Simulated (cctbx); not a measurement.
**What is wrong with this refinement?**

Cell a = 4.4910 Å, b = 17.0040 Å, c = 7.3280 Å, α = 90.00°, β = 90.00°, γ = 90.00°; space group Cmcm (no. 63).

The data are simulated with cctbx, not measured: synchrotron X-rays, λ = 0.7749 Å, to d = 0.7 Å, 50 % of the full sphere, strongest reflection 40000 counts, noise from counting, a 3 % proportional error and a noise floor of 15 counts (s.d.); no absorption.

An anisotropic refinement with weights 1/σ² prints:

```text
Rint 0.023, 89 unique reflections to 1.30 A
cycle     R1     wR2    GooF  max shift (A)
   1  0.0132  0.0338   1.381   0.02950
   2  0.0097  0.0219   0.896   0.00007
final R1 0.0097 wR2 0.0219 GooF 0.896  parameters 22  data/parameter 4.0
atom        x        y        z      Ueq    occ   su(xyz)  su(Uiso or U11)
La1    0.00000  0.88215  0.75000   0.0060  1.000  0.00007  0.0008
Sn1    0.50000  0.81441  0.45939   0.0102  1.000  0.00012  0.0008
In1    0.50000  0.57256  0.75000   0.0052  1.000  0.00007  0.0011
In2    0.50000  0.00000  0.50000   0.0067  1.000  0.00000  0.0012
Be1    0.50000  0.72552  0.75000  -0.0008  1.000  0.00137  0.0141  NPD
difference map: max 0.38 min -0.37 rms 0.11
Q1    0.0000  0.0212  0.2500    4    0.38  1.59 A from In1
Q2    0.0000  0.0000  0.0000    4    0.33  2.21 A from In1
Q3    0.0000  0.4185  0.7500    4    0.29  2.30 A from In2
Q4    0.1659  0.1624  0.2500    8    0.27  1.06 A from La1
Q5    0.0000  0.3544  0.6131    8    0.26  1.32 A from Sn1
Q6    0.0000  0.2502  0.9999    8    0.26  1.13 A from Sn1
```

Q: Accept it or mend it, and why?

Mend it. The fault: data cut at low resolution. Against the right model at the same level, R1 goes from 0.0130 to 0.0097 and GooF from 0.89 to 0.90 and Be1 goes non-positive-definite. The atoms are right, but there are too few data for the parameters: R1 flatters and the s.u.s grow. Data per parameter fall from 22.8 to 4.

The compound is LaBeIn2Sn2. The right model at the same level gives:

```text
Rint 0.029, 502 unique reflections to 0.70 A
cycle     R1     wR2    GooF  max shift (A)
   1  0.0210  0.0492   1.589   0.00141
   2  0.0130  0.0277   0.893   0.00003
final R1 0.0130 wR2 0.0277 GooF 0.893  parameters 22  data/parameter 22.8
atom        x        y        z      Ueq    occ   su(xyz)  su(Uiso or U11)
La1    0.00000  0.88220  0.75000   0.0061  1.000  0.00002  0.0001
Sn1    0.50000  0.81444  0.45938   0.0109  1.000  0.00004  0.0001
In1    0.50000  0.57268  0.75000   0.0050  1.000  0.00002  0.0002
In2    0.50000  0.00000  0.50000   0.0062  1.000  0.00000  0.0002
Be1    0.50000  0.72718  0.75000   0.0102  1.000  0.00046  0.0031
difference map: max 1.27 min -1.37 rms 0.28
Q1    0.0000  0.0948  0.6571    8    1.43  0.78 A from In1
Q2    0.0000  0.1484  0.2500    4    1.26  0.52 A from La1
Q3    0.0000  0.0487  0.2500    4    1.23  1.18 A from La1
Q4    0.0000  0.4720  0.7500    4    1.10  1.89 A from In2
Q5    0.0000  0.0506  0.0232    8    1.02  2.02 A from La1
Q6    0.0000  0.0252  0.1361    8    1.01  1.78 A from La1
```

The model was made for the exercise: a known structure type with other elements put in, its volume estimated, not relaxed; displacement parameters are assumed.

[Middle refinement cycles are left out of these outputs.]

[Logs are printed without paths, hosts, clocks, repeated set-up lines and the standing remarks that a program may print on its own settings, such as how far it seeks lower states.]
